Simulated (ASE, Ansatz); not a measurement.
# Convergence of a linear-scaling basis for random cubic perovskite-type alloy of BaTiO3 and PbTiO3 (40 atoms), part 2 of 2

Aim: test how closely localised support functions follow the reference on random cubic perovskite-type alloy of BaTiO3 and PbTiO3 (40 atoms), and at what cost. A setting counts as converged where the r.m.s. difference of forces stays under 1 % of the r.m.s. force.

Ansatz 0.2.0; Kohn-Sham DFT, PBE, PAW (set soft_2), plane waves.

The cell: 2 Pb, 8 Ti, 24 O and 6 Ba. The host structure and its lattice constant were typed by rule, without a check against the phase diagram. Only the Γ point is sampled, in a cell whose shortest periodic width is 8 Å. No spin–orbit coupling is included.

So far. Step 3 (Support functions low): Forces differ from the reference by 0.63 meV/Å r.m.s., 0.19 % of their size, well within a tolerance of 1 %; the energy by -4.8 meV/atom. It took roughly 17 times the reference's time (one timing each, with unlike analyses asked), in 12 cycles against 8. Step 4 (Support functions medium): Forces differ from the reference by 0.65 meV/Å r.m.s., 0.20 % of their size, well within a tolerance of 1 %; the energy by -4.8 meV/atom.

## Step 6: Support functions medium, radius 3.19 Å

Level of this step: Kohn-Sham DFT, PBE, PAW (set soft_2), localised support functions (medium) (Ansatz).

The radius confines each support function; a larger one gives more freedom and more work per atom.

File input.yaml:

```yaml
crystal:
  lattice:
    - [7.985, 0.0, 0.0]
    - [0.0, 7.985, 0.0]
    - [0.0, 0.0, 7.985]
  atoms:
    [... the 40 atom lines of step 2 ...]
kpoints:
  mp_grid: { grid: [1, 1, 1] }
hamiltonian:
  xc: pbe
scf:
  occupations: { method: gaussian, width: 0.05 }
  eigensolver: { kind: { support_functions: { accuracy: medium, radius: 3.19 } } }
  max_iter: 150
output:
  forces: true
  eigenvalues: true
```

Launch:

```
$ ansatz run input.yaml --threads 4 --pin off --max-ram 8192MiB --backend cpu --events-out ev --progress --plain --runs-dir out
```

Log:

```text
Warning: scf.eigensolver.kind.support_functions: disabling space-group detection — the functions' gradient is summed over unrotated k-points, so no spatial operation reduces the k-mesh or symmetrises the density; time reversal is kept, so that k and −k are solved as one point where they differ and the mesh holds both, and exact exchange and, on two spinor components, a DFT+U term hold to it where the run has them: [...]
Warning: basis.ecutwfc = 464 eV, auto-derived: no grid that the accuracy of the support functions lays serves the files at the lower one that their records recommend; a deck with other species or settings can derive another value
settings of this run that can trade accuracy for cost: scf.eigensolver.kind.support_functions [...]
Engine: ansatz 0.2.0, aarch64-unknown-linux-gnu
Pseudopotentials: kind: paw
Pseudopotential: Pb, paw, valence charge 14, recommended cutoff 420 eV (normal), Pb.paw.azcp
Pseudopotential: Ti, paw, valence charge 12, recommended cutoff 420 eV (normal), Ti.paw.azcp
Pseudopotential: O, paw, valence charge 6, recommended cutoff 420 eV (normal), O.paw.azcp
Pseudopotential: Ba, paw, valence charge 10, recommended cutoff 420 eV (normal), Ba.paw.azcp
[... 5 lines on functional and potentials left out ...]
Error: SCF: the radius of support functions is under 3.45 Å, the least for these sites at the functions' level (scf.eigensolver.kind.support_functions.accuracy). Use scf.eigensolver.kind: auto, or type scf.eigensolver.kind.support_functions.radius at least as long, [...]
```

Elapsed: 6.8 s, on 4 threads of Arm Neoverse V1, shared host; peak memory 0.3 GiB; 21 s of CPU time.

The program refuses radii under 3.45 Å for these atoms at this level.

## Step 7: Support functions medium, radius 3.41 Å

The radius confines each support function; a larger one gives more freedom and more work per atom.

input.yaml, the sections that differ from step 6:

```yaml
scf:
  occupations: { method: gaussian, width: 0.05 }
  eigensolver: { kind: { support_functions: { accuracy: medium, radius: 3.41 } } }
  max_iter: 150
# crystal, kpoints, hamiltonian, output: as in step 6
```

Log:

```text
Warning: scf.eigensolver.kind.support_functions: disabling space-group detection — the functions' gradient is summed over unrotated k-points, so no spatial operation reduces the k-mesh or symmetrises the density; time reversal is kept, so that k and −k are solved as one point where they differ and the mesh holds both, and exact exchange and, on two spinor components, a DFT+U term hold to it where the run has them: [...]
Warning: basis.ecutwfc = 464 eV, auto-derived: no grid that the accuracy of the support functions lays serves the files at the lower one that their records recommend; a deck with other species or settings can derive another value
settings of this run that can trade accuracy for cost: scf.eigensolver.kind.support_functions [...]
Engine: ansatz 0.2.0, aarch64-unknown-linux-gnu
Pseudopotentials: kind: paw
Pseudopotential: Pb, paw, valence charge 14, recommended cutoff 420 eV (normal), Pb.paw.azcp
Pseudopotential: Ti, paw, valence charge 12, recommended cutoff 420 eV (normal), Ti.paw.azcp
Pseudopotential: O, paw, valence charge 6, recommended cutoff 420 eV (normal), O.paw.azcp
Pseudopotential: Ba, paw, valence charge 10, recommended cutoff 420 eV (normal), Ba.paw.azcp
[... 5 lines on functional and potentials left out ...]
Error: SCF: the radius of support functions is under 3.45 Å, the least for these sites at the functions' level (scf.eigensolver.kind.support_functions.accuracy). Use scf.eigensolver.kind: auto, or type scf.eigensolver.kind.support_functions.radius at least as long, [...]
```

Elapsed: 6.8 s, on 4 threads; peak memory 0.3 GiB.

The program refuses radii under 3.45 Å for these atoms at this level.

## Step 8: Cost against change

Differences are against the plane-wave reference (Kohn-Sham DFT, PBE, PAW (set soft_2), plane waves), whose r.m.s. force component is 0.332 eV/Å. Energies are set beside the reference only for runs with its functional, potentials and electron count. Times are for 4 threads of Arm Neoverse V1, shared host. The reference's time includes the DOS, the stress and grids, which some other runs skip.

```csv
run,"Δ force, r.m.s. (meV/Å)",share of r.m.s. force (%),Δ energy (meV/atom),Δ gap (eV),cycles,time,host memory (GiB)
reference,-,-,-,-,8,5.3 s,0.7
support functions low,0.632,0.190,-4.83,-5.0e-4,12,90 s,2.3
support functions medium,0.652,0.196,-4.83,-4.0e-4,13,95 s,2.4
```

## Step 9: What the reference run shows

The comparisons rest on this run, so its electronic structure is set out here.

Length of the force by element and coordination:

```csv
element,coordination,atoms,mean length of the force (eV/Å),spread,least,most
Ba,all,6,0.313,0.0999,0.121,0.439
O,all,24,0.401,0.202,0.135,0.946
Pb,all,2,0.373,0.0288,0.344,0.402
Ti,all,8,0.880,0.400,0.373,1.41
```

Löwdin charges by element and coordination (they lack the spilled electrons, 0.061 e an atom on average):

```csv
element,coordination,atoms,mean charge (e),spread,least,most
Ba,all,6,1.77,0.0024,1.77,1.77
O,all,24,-0.856,0.0318,-0.918,-0.801
Pb,all,2,0.918,0.002,0.916,0.921
Ti,all,8,1.31,0.0044,1.31,1.32
```

States in the cell by windows of 1 eV, zero at the Fermi level; the larger projections on atomic orbitals stand beside the total:

```csv
from (eV),to (eV),total,O p,Ti d
-10,-8,0.0,0.0,0.0
-8,-7,4.0,1.0,0.3
-7,-6,0.0,0.0,0.0
-6,-5,9.3,6.6,1.2
-5,-4,24.1,14.7,7.3
-4,-3,33.7,27.1,4.0
-3,-2,29.3,24.4,2.5
-2,-1,33.9,31.0,0.4
-1,0,13.7,13.5,0.0
0,1,12.0,0.1,11.8
1,2,0.0,0.0,0.0
2,3,43.9,8.0,32.8
3,4,8.1,0.9,5.9
```

Between -26 and -10 eV lie 116 more states.

The levels nearest the highest filled one (over half full), pooled over k-points and spins:

```csv
level less the highest filled one (eV),occupation
-0.126,2
-0.0928,2
-0.0647,2
-0.0259,2
-0.0251,2
0,2
1.42,0
1.43,0
1.43,0
1.51,0
1.51,0
1.54,0
```

Electrostatic potential energy in the ac plane at fractional y = 0.003, with atoms of Pb and O and Ba within 0.2 Å of it. With pseudopotentials it is smooth inside the atoms' cores, unlike the true potential.

Ten even steps from '_' (-31 eV) to '@' (15 eV), each cell a mean:
```
::__::##@@@@@@@@**....::__::##@@@@@@%%++__..
__..**%%@@@@@@@@%%--____..++%%@@@@@@@@##--__
++**%%@@@@@@@@@@@@##++++**%%@@@@@@@@@@@@##++
%%@@@@@@%%**##@@@@@@@@%%@@@@@@%%++**@@@@@@%%
@@@@@@@@==__..**@@@@@@@@@@@@@@--__..**@@@@@@
@@@@@@@@::____++@@@@@@@@@@@@%%::____++@@@@@@
@@@@@@@@**::--%%@@@@@@@@@@@@@@**::==%%@@@@@@
**##%%@@@@%%@@@@@@%%####%%%%@@@@@@@@@@@@%%**
::==**%%@@@@@@@@%%++----==##%%@@@@@@@@##++--
__..==##@@@@@@%%**--..__..==##@@@@@@%%**::__
____--##@@@@@@%%++..______--##@@@@@@%%++..__
__..--##@@@@@@%%++::____..--##@@@@@@%%++::__
::--**%%@@@@@@@@##==::..::++%%@@@@@@@@##==::
++**%%@@@@@@@@@@%%##++++**%%@@@@@@@@@@%%##**
%%@@@@@@%%++**%%@@@@%%%%%%@@@@%%++**@@@@@@%%
@@@@@@@@==____++@@@@@@@@@@@@@@--____**@@@@@@
@@@@@@@@--____++@@@@@@@@@@@@@@--____++@@@@@@
@@@@@@@@##----%%@@@@@@@@@@@@@@##--==%%@@@@@@
##%%@@@@@@@@@@@@@@%%####%%@@@@@@@@@@@@@@%%##
..--##@@@@@@@@@@%%**::::--##@@@@@@@@@@%%++::
..__--%%@@@@@@@@##..__..__--%%@@@@@@@@**..__
==..::##@@@@@@@@++__::==....##@@@@@@%%++__::
```
Columns run along a (8.0 Å; values clipped at the 3rd and 97th percentile), rows up along c (8.0 Å). Atoms in or near the plane, at fractional coordinates: Pb at (0.00, 0.00), O at (0.25, 0.25), Ba at (0.00, 0.51), O at (0.25, 0.75), Pb at (0.50, 0.00), O at (0.75, 0.25), Ba at (0.50, 0.50), O at (0.75, 0.75).

Valence density in the ac plane at fractional y = 0.003, with atoms of Pb and O and Ba within 0.2 Å of it. It is the smooth field of the valence electrons, not physical close to the nuclei.

Values in units of 1e0 e/Å³, 12 rows by 16 columns, each cell a mean:
```
4.7 1.8 0.3 0.1 0.1 0.1 0.9 3.5 4.9 2.0 0.3 0.1 0.1 0.2 1.0 3.7
0.5 0.3 0.2 0.4 0.6 0.3 0.2 0.4 0.6 0.3 0.2 0.5 0.7 0.3 0.2 0.5
0.1 0.1 0.6 3.3 4.8 1.4 0.2 0.1 0.1 0.1 0.6 3.6 5.0 1.5 0.2 0.1
0.1 0.1 0.5 2.4 3.5 1.1 0.2 0.1 0.1 0.1 0.5 2.3 3.2 1.0 0.2 0.1
1.0 0.6 0.2 0.2 0.3 0.2 0.4 0.8 0.9 0.6 0.2 0.2 0.3 0.2 0.5 0.9
0.7 1.2 0.4 0.1 0.1 0.2 1.0 1.1 0.8 1.2 0.4 0.1 0.1 0.2 1.1 1.0
1.1 1.1 0.3 0.1 0.1 0.2 0.9 1.2 1.0 1.2 0.4 0.1 0.1 0.2 0.9 1.2
0.5 0.3 0.2 0.5 0.7 0.3 0.3 0.5 0.6 0.4 0.2 0.5 0.7 0.3 0.3 0.5
0.1 0.1 0.5 3.3 5.2 1.7 0.2 0.1 0.1 0.1 0.6 3.5 5.2 1.6 0.2 0.1
0.1 0.1 0.4 2.1 3.3 1.1 0.2 0.1 0.1 0.1 0.4 2.1 3.2 1.0 0.2 0.1
1.2 0.5 0.2 0.2 0.3 0.2 0.3 0.9 1.2 0.6 0.2 0.2 0.2 0.2 0.4 1.0
6.6 2.4 0.3 0.1 0.1 0.1 1.1 4.8 6.8 2.6 0.4 0.1 0.1 0.2 1.3 5.1
```
Columns run along a (8.0 Å), rows up along c (8.0 Å). Atoms in or near the plane, at fractional coordinates: Pb at (0.00, 0.00), O at (0.25, 0.25), Ba at (0.00, 0.51), O at (0.25, 0.75), Pb at (0.50, 0.00), O at (0.75, 0.25), Ba at (0.50, 0.50), O at (0.75, 0.75).

Mean Löwdin charges: Ba +1.77, O -0.86, Pb +0.92, Ti +1.31 e (they miss 0.74 % of the electrons, so they add up to more than the cell's charge). The largest share in the top eV of filled states is O p (95 % of the projected weight), and in the lowest eV of empty states Ti d (99 % of the projected weight).

## Step 10: Structure statistics

Bonds and neighbours are counted at the geometry of the runs.

Density 6.54 g/cm³, 12.73 Å³ an atom.

Pair distribution functions g(r), in bins of 0.2 Å:

```csv
r (Å),total,O-O,O-Ti,O-Ba,O-Pb,Ti-Ti,Ti-Ba
1.90,1.83,0.00,7.65,0.00,0.00,0.00,0.00
2.10,1.23,0.00,5.10,0.00,0.00,0.00,0.00
2.30,0.00,0.00,0.00,0.00,0.00,0.00,0.00
2.50,0.00,0.00,0.00,0.00,0.00,0.00,0.00
2.70,1.28,2.19,0.00,2.20,1.65,0.00,0.00
2.90,4.82,6.28,0.00,10.50,11.05,0.00,0.00
3.10,0.00,0.00,0.00,0.00,0.00,0.00,0.00
3.30,0.02,0.00,0.00,0.00,0.00,0.00,0.37
3.50,1.33,0.00,0.00,0.00,0.00,0.00,16.61
3.70,0.00,0.00,0.00,0.00,0.00,0.00,0.00
3.90,1.14,2.01,0.00,0.00,0.00,5.25,0.00
4.10,0.77,1.17,0.00,0.00,0.00,4.29,0.00
4.30,0.04,0.00,0.17,0.00,0.00,0.00,0.00
4.50,2.40,0.00,9.99,0.00,0.00,0.00,0.00
4.70,0.00,0.00,0.00,0.00,0.00,0.00,0.00
4.90,4.07,5.64,0.00,8.49,8.48,0.00,0.00
5.10,0.00,0.00,0.00,0.00,0.00,0.00,0.00
5.30,0.00,0.00,0.00,0.00,0.00,0.00,0.00
5.50,0.11,0.16,0.00,0.00,0.00,0.61,0.00
5.70,1.80,3.02,0.00,0.00,0.00,8.94,0.00
5.90,1.16,0.00,4.83,0.00,0.00,0.00,0.00
6.10,0.54,0.00,2.23,0.00,0.00,0.00,0.00
6.30,2.44,3.39,0.00,5.08,5.08,0.00,0.00
6.50,0.29,0.00,0.00,0.00,0.00,0.00,3.71
6.70,0.82,0.00,0.00,0.00,0.00,0.00,10.14
6.90,0.85,1.41,0.00,0.00,0.00,4.23,0.00
7.10,0.46,0.00,1.91,0.00,0.00,0.00,0.00
7.30,0.52,0.03,2.00,0.15,0.00,0.00,0.00
```

The surroundings of Ti37, which bears the longest force, nearest first, numbered as they follow in the input and with coordinates relative to it.

```csv
atom,x,y,z,distance (Å),Löwdin charge (e),Fx,Fy,Fz (eV/Å)
Ti37,0.00,0.00,0.00,0.00,1.31,-0.74,-0.18,1.19
O38,0.03,0.02,-1.96,1.96,-0.87,0.05,-0.07,-0.51
O40,-0.01,-1.98,0.05,1.98,-0.90,0.02,-0.12,-0.06
O33,0.04,0.02,1.99,1.99,-0.83,0.00,0.16,0.01
O19,1.99,0.02,0.01,1.99,-0.84,0.03,-0.04,-0.19
O30,0.00,2.00,0.03,2.00,-0.81,0.00,0.69,0.10
O39,-2.01,0.03,0.00,2.01,-0.87,0.54,-0.16,-0.11
Ba16,1.96,-2.00,-1.98,3.43,1.77,0.12,-0.02,-0.01
Ba6,1.97,2.05,-1.94,3.44,1.77,0.30,-0.18,-0.26
Ba36,-2.00,-1.97,-2.00,3.45,1.77,0.08,-0.20,0.23
Pb1,1.98,1.99,2.02,3.46,0.92,0.16,-0.30,0.04
Pb21,-1.98,2.02,2.01,3.46,0.92,-0.23,-0.30,-0.12
Ba31,-2.02,-1.98,2.00,3.47,1.77,0.29,0.26,-0.06
Ba11,2.00,-1.99,2.02,3.47,1.77,-0.16,0.27,-0.01
Ba26,-2.00,2.04,-2.00,3.49,1.77,-0.08,-0.11,0.27
```

## Step 11: Results

```
free energy per atom                             : -2329.4097 eV/atom
density                                          : 6.54 g/cm³
pressure                                         : 3.865 GPa
r.m.s. force component                           : 0.3323 eV/Å
gap (highest filled to lowest empty level) : 1.417 eV
wall time of the 3 DFT runs                      : 3.2 min
```

Against plane waves at 420 eV, the forces differ by 0.65 meV/Å (0.20 %) with support functions medium. At 40 atoms the fastest of the runs at a preset level, support functions low, takes roughly 17 times the time of plane waves (whose run also made extra analyses), in 12 SCF cycles against 8. Differences between support functions and plane waves include what basis error the plane-wave run still has.

Between filled and empty levels lie 1.42 eV at Γ alone; the mesh holds the band edges only if they fold onto it, so the gap at this level can be narrower or closed.

**Limits.** The geometry was built by rule, was displaced at random and isn't relaxed at this level: its force components are 0.33 eV/Å r.m.s. The pressure of 3.9 GPa belongs to unrelaxed atoms and would change as they relax.

[Long decimals in the printed logs are rounded to 6 places.]

[Logs are printed without paths, hosts, clocks, repeated set-up lines and the standing remarks that a program may print on its own settings, such as how far it seeks lower states.]

[Hosts, paths, dates, database ids (printed as entryN), source tags and the programs' standing remarks are cut or masked in the printed files.]
